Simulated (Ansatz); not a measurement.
# K2Sn2Se3: complex band structure, part 2 of 3

Wanted: the relaxed cell of K2Sn2Se3, its band edges and its decay constants. It is built by putting Se for O in the K2Sn2O3 structure of space group R-3m, with the volume rescaled by atomic radii. The parent structure comes from the Materials Project.

Ansatz 0.2.0; PBE DFT, plane waves, PAW files (the session's first sound run).

So far. Step 2 (Relaxing the new crystal): The largest force component on a free atom ends at 3.8e-4 eV/Å.

The structure was built from a prototype and need not be the compound's stable phase.

## Step 3: The bulk crystal and its band edges

The energy window and the wavevectors of the next steps follow from the band edges, so these are searched first, off the mesh as well.

input.yaml reads:

```yaml
crystal:
  lattice:
    - [3.9791709395, 2.2973754131, 5.161451757]
    - [-3.9791709395, 2.2973754131, 5.161451757]
    - [0.0, -4.5947508261, 5.161451757]
  atoms:
    - { symbol: K, position: [0.5, 0.5, 0.5] }
    - { symbol: K, position: [0.0, 0.0, 0.0] }
    - { symbol: Sn, position: [0.2542759985, 0.2542759985, 0.2542759985] }
    - { symbol: Sn, position: [0.7457240015, 0.7457240015, 0.7457240015] }
    - { symbol: Se, position: [0.0, 0.5, 0.0] }
    - { symbol: Se, position: [0.0, 0.0, 0.5] }
    - { symbol: Se, position: [0.5, 0.0, 0.0] }
kpoints:
  mp_grid: { grid: [4, 4, 4] }
  band_path: { path: [VBM, CBM], npoints: 30 }
scf:
  occupations: { method: fixed }
hamiltonian:
  xc: pbe
output:
  eigenvalues: true
  write_potential: true
  write_density: true
  volumetric_format: npy
  elf: true
```

Run with:

```
$ ansatz run input.yaml --threads 2 --pin off --max-ram 4096MiB --backend cpu --events-out ev --progress --plain --runs-dir out
```

Numbers of over 12 decimals in the logs are rounded to 6 here.

Log:

```text
[...]
Crystal: 7 atoms, lattice volume = 283.105 Å³
Basis set: ecut = 420 eV, 5513 PW (Γ)
Bands: 57, of which v1, the nominal top of the filled ones, is band 47 counted from 1 (46 counted from 0)
Symmetry: 12 space group operations
[...]
k-points: 13 of 64
[...]
SCF iter   1: F=—  HF=-31535.893863 eV  |F-HF|=—  |Δ(HF+E_count)|=         —  Δρ=1.04e-3  dr2=3.74e-3  ethr=1.77e-3  ⟨swp⟩=5.0  Hψ=2569  notcnv=0  defer=96
[...]
SCF iter   7: F=-31535.894516 eV  HF=-31535.894516 eV  |F-HF|=1.40e-8  |Δ(HF+E_count)|=   1.54e-7  Δρ=1.52e-6  dr2=8.79e-9  ethr=1.06e-10  ⟨swp⟩=13.5  Hψ=3221  notcnv=0
SCF 1 converged in 7 iterations: F = -31535.894516 eV  dr2 = 8.79e-9
[...]
NSCF: frozen V_eff on 32 k-points
[...]
SCF converged after 7 iterations
Free energy (F): -31535.894516 eV
[...]
Internal energy: -31535.894516 eV  (E = F + TS)
E sigma→0 (E₀):  -31535.894516 eV
Fermi energy:    3.700164 eV
[...]
--- Band table (eV; the first three rows and the last of 13) ---
  k-point 0: bands = [... 43 lower, 3.2981, 3.2981, 3.4725, 3.6043, 4.1484, 4.7638, 4.7638, 7.0395, ... 6 higher]
  k-point 1: bands = [... 43 lower, 2.7389, 3.0371, 3.2721, 3.3432, 4.8217, 5.3118, 5.4223, 7.3119, ... 6 higher]
  k-point 2: bands = [... 43 lower, 2.3884, 2.6072, 3.0880, 3.3233, 5.7117, 6.1236, 6.1407, 6.7463, ... 6 higher]
  k-point 12: bands = [... 43 lower, 3.1539, 3.1539, 3.5165, 3.7002, 4.8340, 5.6647, 5.6647, 7.2411, ... 6 higher]
```

Wall time 22 s (2 threads of Arm Neoverse V2, shared host); peak memory 0.66 GiB.

The column dr2 measures how far the density is from self-consistency, as an energy; F and HF (Harris–Foulkes) agree once it is small.

This step gave:

- Fermi energy: 3.700 eV
- gap on the k-mesh: 0.4482 eV
- gap on path: 0.4482 eV, by band count; negative where bands overlap
- direct gap on path: 0.5441 eV
- edge places on path: 0, 0.6087 1/A along the path

Electronic bands along the path, in eV, zero at the Fermi level (highest filled level under fixed occupations); v1 is the highest filled band, c1 the lowest empty one:

```csv
point,v4,v3,v2,v1,c1,c2,c3,c4
VBM,-0.55,-0.55,-0.18,0.00,1.13,1.96,1.96,3.54
halfway,-0.48,-0.48,-0.21,-0.18,1.04,1.51,1.51,3.21
CBM,-0.40,-0.40,-0.23,-0.10,0.45,1.06,1.06,3.34
```

Valence density in the ac plane of the cell as run, not the conventional one, at fractional y = 0.000, with atoms of K and Se within 0.2 Å of it. It is the smooth field of the valence electrons, not physical close to the nuclei.

Values in e/Å³, 10 rows by 16 columns, each cell a mean:
```
 3  2  1  0  0  0  1  5 12  4  1  0  0  0  1  2
 0  0  0  0  0  0  0  0  0  0  0  0  0  0  0  0
 0  0  0  0  0  0  0  0  0  0  0  0  0  0  0  0
 1  0  0  0  0  0  0  0  0  0  0  0  0  0  1  1
19  3  0  0  0  0  0  0  0  0  0  0  0  0  2 14
13  4  1  0  0  0  0  0  0  0  0  0  0  0  1  5
 0  0  0  0  0  0  0  0  0  0  0  0  0  0  0  0
 0  0  0  0  0  0  0  0  0  0  0  0  0  0  0  0
 1  0  0  0  0  0  1  1  1  0  0  0  0  0  1  1
 4  2  0  0  0  0  2 15 19  3  0  0  0  0  2  4
```
Columns run along a (6.9 Å), rows up along c (6.9 Å). Atoms in or near the plane, at fractional coordinates: K at (0.00, 0.00), Se at (0.00, 0.50), Se at (0.50, 0.00).

Electrostatic potential energy in the ac plane of the cell as run, not the conventional one, at fractional y = 0.000, with atoms of K and Se within 0.2 Å of it. With pseudopotentials it is smooth inside the atoms' cores, unlike the true potential.

Ten even steps from '0' (-26 eV) to '9' (8 eV), each cell a mean:
```
0027999546645999730
0047999853336999873
6678999986568999987
8889999999889999999
9999999999999999999
9999999999999999999
6899999999999999865
3489999999999998634
6459999999999998536
7537999999999999636
5437999999999999854
3358999999999999985
8889999999999999999
9999999999999999999
9999999999999999999
8999999877999999877
4789998533589998742
0279998345448998600
0048998357636998600
```
Columns run along a (6.9 Å; values clipped at the 3rd and 97th percentile), rows up along c (6.9 Å). Atoms in or near the plane, at fractional coordinates: K at (0.00, 0.00), Se at (0.00, 0.50), Se at (0.50, 0.00).

ELF in the ac plane of the cell as run, not the conventional one, at fractional y = 0.000, with atoms of K and Se within 0.2 Å of it. It is the smooth field of the valence electrons, not physical close to the nuclei.

Ten even steps from '0' (0.01) to '9' (0.87), each cell a mean:
```
8995039984379830499
9995017998788840169
7873004788887630014
1220002466765310000
2000000123333211343
8631000001121123688
9985200000111135789
8997410000011236887
3798520000001137873
1588521000000136884
5688521100000026898
9887521110000014799
9986321111000002479
5653212222210000013
0111123555542000000
3100136788875100355
9610158888998302799
9961169865799602899
7993059951389821798
```
Columns run along a (6.9 Å), rows up along c (6.9 Å). Atoms in or near the plane, at fractional coordinates: K at (0.00, 0.00), Se at (0.00, 0.50), Se at (0.50, 0.00).

The searched edges give 0.448 eV, as on the mesh.

## Step 4: Decaying states in the gap, plane (001), k-mesh 6×6×6

This step: PBE DFT, plane waves, PAW files; complex bands by layer matching along the plane's normal (Ansatz 0.2.0).

The same crystal is laid in a cell whose first two vectors span the (001) plane (indices of the standard conventional cell, whose axes can be ordered otherwise than in the bulk input). At fixed energy and wavevector in the plane the solver finds all kz, real and complex. A few wavevectors are listed, (0, 0) and (0.5, 0) in units of the plane's reciprocal vectors; the slowest state needn't be among them.

input.yaml reads:

```yaml
crystal:
  lattice:
    - [7.958341879, 0.0, 0.0]
    - [3.979170939, 6.892126239, 0.0]
    - [3.979170939, 2.297375413, 5.161451757]
  atoms:
    - { symbol: K, position: [0.5, 0.5, 0.5] }
    - { symbol: K, position: [0.0, 0.0, 0.0] }
    - { symbol: Sn, position: [0.7457240015, 0.7457240015, 0.7628279955] }
    - { symbol: Sn, position: [0.2542759985, 0.2542759985, 0.2371720045] }
    - { symbol: Se, position: [0.5, 0.0, 0.5] }
    - { symbol: Se, position: [0.0, 0.5, 0.5] }
    - { symbol: Se, position: [0.0, 0.0, 0.5] }
kpoints:
  mp_grid: { grid: [6, 6, 6] }
scf:
  occupations: { method: fixed }
hamiltonian:
  xc: pbe
output:
  eigenvalues: true
  transmission:
    leads: [[0, 0]]
    kpoints: [[0.0, 0.0], [0.5, 0.0]]
    e_range: [-1.0, 1.45]
    de: 0.06
```

Log:

```text
[...]
Crystal: 7 atoms, lattice volume = 283.105 Å³
Basis set: ecut = 420 eV, 5513 PW (Γ)
Bands: 57, of which v1, the nominal top of the filled ones, is band 47 counted from 1 (46 counted from 0)
Symmetry: 12 space group operations
[...]
k-points: 32 of 216
[...]
SCF iter   1: F=—  HF=-31535.896633 eV  |F-HF|=—  |Δ(HF+E_count)|=         —  Δρ=1.04e-3  dr2=3.64e-3  ethr=1.77e-3  ⟨swp⟩=5.0  Hψ=6321  notcnv=0  defer=237
[...]
SCF iter   7: F=-31535.897221 eV  HF=-31535.897221 eV  |F-HF|=1.49e-8  |Δ(HF+E_count)|=   1.01e-7  Δρ=1.58e-6  dr2=9.57e-9  ethr=1.06e-10  ⟨swp⟩=13.3  Hψ=8121  notcnv=0
SCF 1 converged in 7 iterations: F = -31535.897221 eV  dr2 = 9.57e-9
[...]
transmission: 7 of 14 steps passed
transmission: 14 of 14 steps passed
SCF converged after 7 iterations
Free energy (F): -31535.897221 eV
[...]
Internal energy: -31535.897221 eV  (E = F + TS)
E sigma→0 (E₀):  -31535.897221 eV
Fermi energy:    3.699960 eV
[...]
--- Band table (eV; the first three rows and the last of 32) ---
  k-point 0: bands = [... 43 lower, 3.2962, 3.2962, 3.4706, 3.6041, 4.1489, 4.7642, 4.7642, 7.0391, ... 6 higher]
  k-point 1: bands = [... 43 lower, 3.2548, 3.2548, 3.4814, 3.5281, 4.4950, 4.9829, 4.9829, 6.9873, ... 6 higher]
  k-point 2: bands = [... 43 lower, 3.1837, 3.1837, 3.5033, 3.5719, 4.8795, 5.4366, 5.4366, 6.9205, ... 6 higher]
  k-point 31: bands = [... 43 lower, 2.4746, 2.8489, 2.8776, 2.9121, 5.7797, 5.8397, 6.1108, 6.9502, ... 6 higher]
--- Transmission ---
  basis      : 475 plane waves across, 7 finite elements along
  points     : 2, as listed
  energies   : 41 from -1.000000 to 1.400000 eV about the Fermi level, 0.060000 eV apart; the leads are filled to 0.224455 eV, and channels, transmission and decay are at 0.200000 eV
  crystal 0  : K2Sn2Se3, at the sites [0, 0], period 5.1615 Å: whole cells are its period
    offset         : up to 0.0000 Å between an atom of the period and one for which it stands
    channels       : 0.000000e0 a spin
    conductance    : none, the energies end too early or step too widely for 300 K: set another output.transmission.e_range or a lower de, or, where they end at an eighth of basis.ecutwfc, a higher one
    slowest decay  : 0.1280 /Å at (0.0000, 0.0000)
```

It took 2.5 min on 2 threads; peak memory 2.1 GiB; 4.9 min of CPU time.

Numbers from this step:

```
free energy                                               : -31535.8972 eV
gap on the k-mesh                                         : 0.4489 eV
level to which the leads are filled                       : 0.2245 eV from the Fermi level
decay constant at the filling level, zone centre          : 0.1280 Å⁻¹
decay constant at the filling level, slowest listed point : 0.128 Å⁻¹
```

K parallel (0, 0); values up to 1.5 1/Å, a degenerate pair printed once or twice; energies at which all values exceed this have no row. The Im kz of the slowest decaying states by energy, zero at the highest filled level on the SCF mesh:

```csv
energy (eV),decay 1 (Å⁻¹),decay 2 (Å⁻¹),decay 3 (Å⁻¹),decay 4 (Å⁻¹)
-1.000,0.285,0.388,0.442,0.505
-0.820,0.287,0.359,0.477,0.506
-0.640,0.286,0.315,0.321,0.487
-0.460,0.268,0.285,0.507,0.519
-0.340,0.209,0.214,0.285,0.491
-0.160,0.270,0.296,0.317,0.522
0.020,0.0618,0.128,0.322,0.335
0.200,0.128,0.161,0.326,0.349
0.380,0.0756,0.188,0.303,0.370
0.560,0.195,0.270,0.384,0.518
0.740,0.187,0.224,0.395,0.511
0.860,0.172,0.181,0.400,0.504
1.040,0.0643,0.123,0.405,0.494
1.220,0.0670,0.407,0.481,0.600
1.400,0.147,0.406,0.465,0.585
```

K parallel (0, 0). Re kz of states that move upwards against energy, zero at the highest filled level on the SCF mesh:

```csv
energy (eV),channel 1 (Å⁻¹),channel 2 (Å⁻¹),channel 3 (Å⁻¹),channel 4 (Å⁻¹)
-1.000,-,-,-,-
-0.880,-,-,-,-
-0.820,-,-,-,-
-0.700,-,-,-,-
-0.640,-,-,-,-
-0.520,-0.418,-0.418,-,-
-0.400,-,-,-,-
-0.340,-,-,-,-
-0.220,0.188,-,-,-
-0.160,-0.170,0.355,-,-
-0.040,0.514,-,-,-
0.020,-,-,-,-
0.080,-,-,-,-
0.140,-,-,-,-
0.260,-,-,-,-
0.320,-,-,-,-
0.440,-,-,-,-
0.560,0.104,-,-,-
0.620,0.133,-,-,-
0.740,0.182,-,-,-
0.800,0.205,-,-,-
0.920,0.251,-,-,-
1.040,0.303,-,-,-
1.100,0.0793,0.0793,0.334,-
1.220,0.169,0.169,-,-
1.280,0.201,0.201,-,-
1.400,0.258,0.258,-,-
```

K parallel (0.5, 0); values up to 1.5 1/Å, a degenerate pair printed once or twice; energies at which all values exceed this have no row. Table of Im kz of the slowest decaying states by energy, zero at the highest filled level on the SCF mesh:

```csv
energy (eV),decay 1 (Å⁻¹),decay 2 (Å⁻¹),decay 3 (Å⁻¹),decay 4 (Å⁻¹)
-1.000,0.159,0.362,0.367,0.481
-0.820,0.389,0.466,0.486,0.547
-0.640,0.403,0.472,0.472,0.489
-0.460,0.370,0.379,0.408,0.425
-0.340,0.407,0.407,0.420,0.432
-0.160,0.403,0.443,0.470,0.527
0.020,0.397,0.467,0.485,0.533
0.200,0.387,0.483,0.488,0.538
0.380,0.375,0.484,0.493,0.541
0.560,0.360,0.475,0.498,0.543
0.740,0.341,0.461,0.500,0.545
0.860,0.325,0.450,0.500,0.546
1.040,0.296,0.430,0.496,0.547
1.220,0.258,0.405,0.490,0.538
1.400,0.200,0.375,0.480,0.527
```

At the listed wavevectors the last open channel is at -0.04 eV and the next at +0.50 eV on the grid. At +0.20 eV, the grid energy nearest the filling level (the middle of the gap on the SCF mesh), the slowest state at the listed wavevectors decays with κ = 0.128 Å⁻¹, its amplitude falling by e over 7.8 Å. Through 1 nm of this crystal that state's transmission falls by exp(−2 × 0.128 Å⁻¹ × 10 Å) = 0.077.

## Step 5: Decaying states in the gap, plane (101), k-mesh 4×4×4

The same for the (101) plane, at (0, 0) and (-0.5, -0.5), to see how the decay depends on direction.

input.yaml reads:

```yaml
crystal:
  lattice:
    - [6.910305304, 0.0, 0.0]
    - [2.327641972, 6.506489241, 0.0]
    - [2.327641972, 1.639409383, 6.296565661]
  atoms:
    - { symbol: K, position: [0.5, 0.5, 0.5] }
    - { symbol: K, position: [0.0, 0.0, 0.0] }
    - { symbol: Sn, position: [0.2542759985, 0.2542759985, 0.2542759985] }
    - { symbol: Sn, position: [0.7457240015, 0.7457240015, 0.7457240015] }
    - { symbol: Se, position: [0.5, 0.0, 0.0] }
    - { symbol: Se, position: [0.0, 0.5, 0.0] }
    - { symbol: Se, position: [0.0, 0.0, 0.5] }
kpoints:
  mp_grid: { grid: [4, 4, 4] }
scf:
  occupations: { method: fixed }
hamiltonian:
  xc: pbe
output:
  eigenvalues: true
  transmission:
    leads: [[0, 0]]
    kpoints: [[0.0, 0.0], [-0.5, -0.5]]
    e_range: [-1.0, 1.45]
    de: 0.06
```

Log:

```text
[...]
Crystal: 7 atoms, lattice volume = 283.105 Å³
Basis set: ecut = 420 eV, 5513 PW (Γ)
Bands: 57, of which v1, the nominal top of the filled ones, is band 47 counted from 1 (46 counted from 0)
Symmetry: 12 space group operations
[...]
k-points: 13 of 64
[...]
SCF iter   1: F=—  HF=-31535.893865 eV  |F-HF|=—  |Δ(HF+E_count)|=         —  Δρ=1.04e-3  dr2=3.73e-3  ethr=1.77e-3  ⟨swp⟩=5.0  Hψ=2573  notcnv=0  defer=94
[...]
SCF iter   7: F=-31535.894516 eV  HF=-31535.894516 eV  |F-HF|=1.44e-8  |Δ(HF+E_count)|=   1.51e-7  Δρ=1.54e-6  dr2=9.01e-9  ethr=1.06e-10  ⟨swp⟩=13.5  Hψ=3222  notcnv=0
SCF 1 converged in 7 iterations: F = -31535.894516 eV  dr2 = 9.01e-9
[...]
transmission: 8 of 16 steps passed
transmission: 16 of 16 steps passed
SCF converged after 7 iterations
Free energy (F): -31535.894516 eV
[...]
Internal energy: -31535.894516 eV  (E = F + TS)
E sigma→0 (E₀):  -31535.894516 eV
Fermi energy:    3.700165 eV
[...]
--- Band table (eV; the first three rows and the last of 13) ---
  k-point 0: bands = [... 43 lower, 3.2981, 3.2981, 3.4725, 3.6043, 4.1484, 4.7638, 4.7638, 7.0395, ... 6 higher]
  k-point 1: bands = [... 43 lower, 2.7389, 3.0371, 3.2721, 3.3432, 4.8217, 5.3118, 5.4223, 7.3119, ... 6 higher]
  k-point 2: bands = [... 43 lower, 2.3884, 2.6072, 3.0880, 3.3233, 5.7117, 6.1236, 6.1407, 6.7463, ... 6 higher]
  k-point 12: bands = [... 43 lower, 3.1539, 3.1539, 3.5165, 3.7002, 4.8340, 5.6647, 5.6647, 7.2411, ... 6 higher]
--- Transmission ---
  basis      : 399 plane waves across, 8 finite elements along
  points     : 2, as listed
[...]
crystal 0  : Se3K2Sn2, at the sites [0, 0], period 6.2966 Å: whole cells are its period
[...]
channels       : 0.000000e0 a spin
[...]
slowest decay  : 0.1082 /Å at (0.0000, 0.0000)
```

Elapsed: 87 s, on 2 threads; peak memory 1.6 GiB; 2.9 min of CPU time.

Numbers from this step:

| Quantity | Value |
| --- | --- |
| free energy | -31535.8945 eV |
| gap on the k-mesh | 0.4482 eV |
| level to which the leads are filled | 0.2241 eV from the Fermi level |
| decay constant at the filling level, zone centre | 0.1082 Å⁻¹ |
| decay constant at the filling level, slowest listed point | 0.1082 Å⁻¹ |

K parallel (0, 0); values up to 1.5 1/Å, a degenerate pair printed once or twice; energies at which all values exceed this have no row. The Im kz of the slowest decaying states by energy, zero at the highest filled level on the SCF mesh:

```csv
energy (eV),decay 1 (Å⁻¹),decay 2 (Å⁻¹),decay 3 (Å⁻¹),decay 4 (Å⁻¹)
-1.000,0.352,0.363,0.474,0.667
-0.880,0.344,0.356,0.485,0.665
-0.760,0.238,0.356,0.395,0.497
-0.640,0.0980,0.355,0.426,0.514
-0.520,0.353,0.445,0.554,0.657
-0.400,0.0123,0.0335,0.291,0.351
-0.280,0.0849,0.348,0.352,0.467
-0.160,0.0934,0.110,0.345,0.403
-0.040,0.0704,0.120,0.142,0.343
0.020,0.0964,0.121,0.156,0.343
0.080,0.113,0.120,0.167,0.342
0.200,0.108,0.133,0.181,0.341
0.320,0.0840,0.143,0.186,0.341
0.440,0.0224,0.145,0.186,0.341
0.560,0.142,0.178,0.341,0.433
0.680,0.132,0.164,0.340,0.434
0.800,0.116,0.143,0.339,0.434
0.920,0.0905,0.109,0.338,0.435
1.040,0.0383,0.0458,0.336,0.435
1.160,0.333,0.436,0.473,0.580
1.280,0.330,0.435,0.468,0.573
1.400,0.327,0.435,0.462,0.567
```

K parallel (0, 0). The Re kz of states that move upwards by energy, zero at the highest filled level on the SCF mesh:

```csv
energy (eV),channel 1 (Å⁻¹),channel 2 (Å⁻¹),channel 3 (Å⁻¹)
-1.000,-0.411,-0.262,-
-0.880,-0.350,-0.223,-
-0.760,-0.294,-0.184,-
-0.640,-0.239,-0.143,-
-0.520,-0.322,-0.177,-0.0951
-0.400,-0.231,-,-
-0.340,-0.193,-0.188,-
-0.220,-0.123,-,-
-0.100,-0.0197,-,-
0.020,-,-,-
0.140,-,-,-
0.260,-,-,-
0.380,-,-,-
0.500,0.0583,-,-
0.620,0.111,-,-
0.740,0.150,-,-
0.800,0.167,-,-
0.920,0.200,-,-
1.040,0.230,-,-
1.160,0.0810,0.0957,0.259
1.280,0.126,0.147,0.286
1.400,0.163,0.188,0.313
```

K parallel (-0.5, -0.5); values up to 1.5 1/Å, a degenerate pair printed once or twice; energies at which all values exceed this have no row. Table of Im kz of the slowest decaying states by energy, zero at the highest filled level on the SCF mesh:

```csv
energy (eV),decay 1 (Å⁻¹),decay 2 (Å⁻¹),decay 3 (Å⁻¹),decay 4 (Å⁻¹)
-1.000,0.0599,0.481,0.617,0.889
-0.880,0.489,0.608,0.878,1.05
-0.820,0.491,0.600,0.873,1.05
-0.700,0.494,0.573,0.863,1.04
-0.640,0.495,0.552,0.858,1.03
-0.520,0.0432,0.114,0.479,0.496
-0.400,0.0969,0.410,0.490,0.495
-0.340,0.112,0.489,0.494,0.521
-0.220,0.134,0.492,0.548,0.568
-0.160,0.0616,0.142,0.490,0.556
-0.040,0.139,0.154,0.486,0.564
0.020,0.0521,0.158,0.160,0.484
0.080,0.102,0.162,0.177,0.482
0.140,0.133,0.164,0.191,0.480
0.260,0.166,0.176,0.213,0.474
0.320,0.166,0.192,0.222,0.472
0.440,0.164,0.217,0.236,0.465
0.560,0.158,0.236,0.247,0.458
0.620,0.154,0.244,0.252,0.454
0.740,0.142,0.256,0.259,0.445
0.800,0.134,0.261,0.262,0.440
0.920,0.113,0.266,0.268,0.429
1.040,0.0791,0.268,0.273,0.417
1.100,0.0488,0.268,0.274,0.410
1.220,0.267,0.273,0.394,0.473
1.280,0.265,0.272,0.384,0.462
1.400,0.260,0.267,0.362,0.437
```

K parallel (-0.5, -0.5). The Re kz of states that move upwards by energy, zero at the highest filled level on the SCF mesh:

```csv
energy (eV),channel 1 (Å⁻¹),channel 2 (Å⁻¹),channel 3 (Å⁻¹)
-1.000,-0.463,0.335,-
-0.880,-0.423,0.303,0.427
-0.760,-0.382,0.359,0.496
-0.640,-0.424,-0.333,0.405
-0.520,0.449,-,-
-0.400,0.403,0.494,-
-0.340,-0.481,-0.456,-
-0.220,-0.430,-0.328,-
-0.100,-0.367,-,-
0.020,-,-,-
0.140,-,-,-
0.260,-,-,-
0.380,-,-,-
0.500,-,-,-
0.620,-,-,-
0.740,-,-,-
0.800,-,-,-
0.920,-,-,-
1.040,-,-,-
1.160,-0.203,-,-
1.280,-0.136,-,-
1.400,-0.0845,-,-
```

At the listed wavevectors the last open channel is at -0.04 eV and the next at +0.50 eV on the grid. At +0.20 eV, the grid energy nearest the filling level (the middle of the gap on the SCF mesh), the slowest state at the listed wavevectors decays with κ = 0.108 Å⁻¹, its amplitude falling by e over 9.2 Å; the first such run, plane (001), gave 0.128 Å⁻¹.

(Continued in part 3 of 3.)

[Logs are printed without paths, hosts, clocks, repeated set-up lines and the standing remarks that a program may print on its own settings, such as how far it seeks lower states.]

[Hosts, paths, dates, database ids (printed as entryN), source tags and the programs' standing remarks are cut or masked in the printed files.]
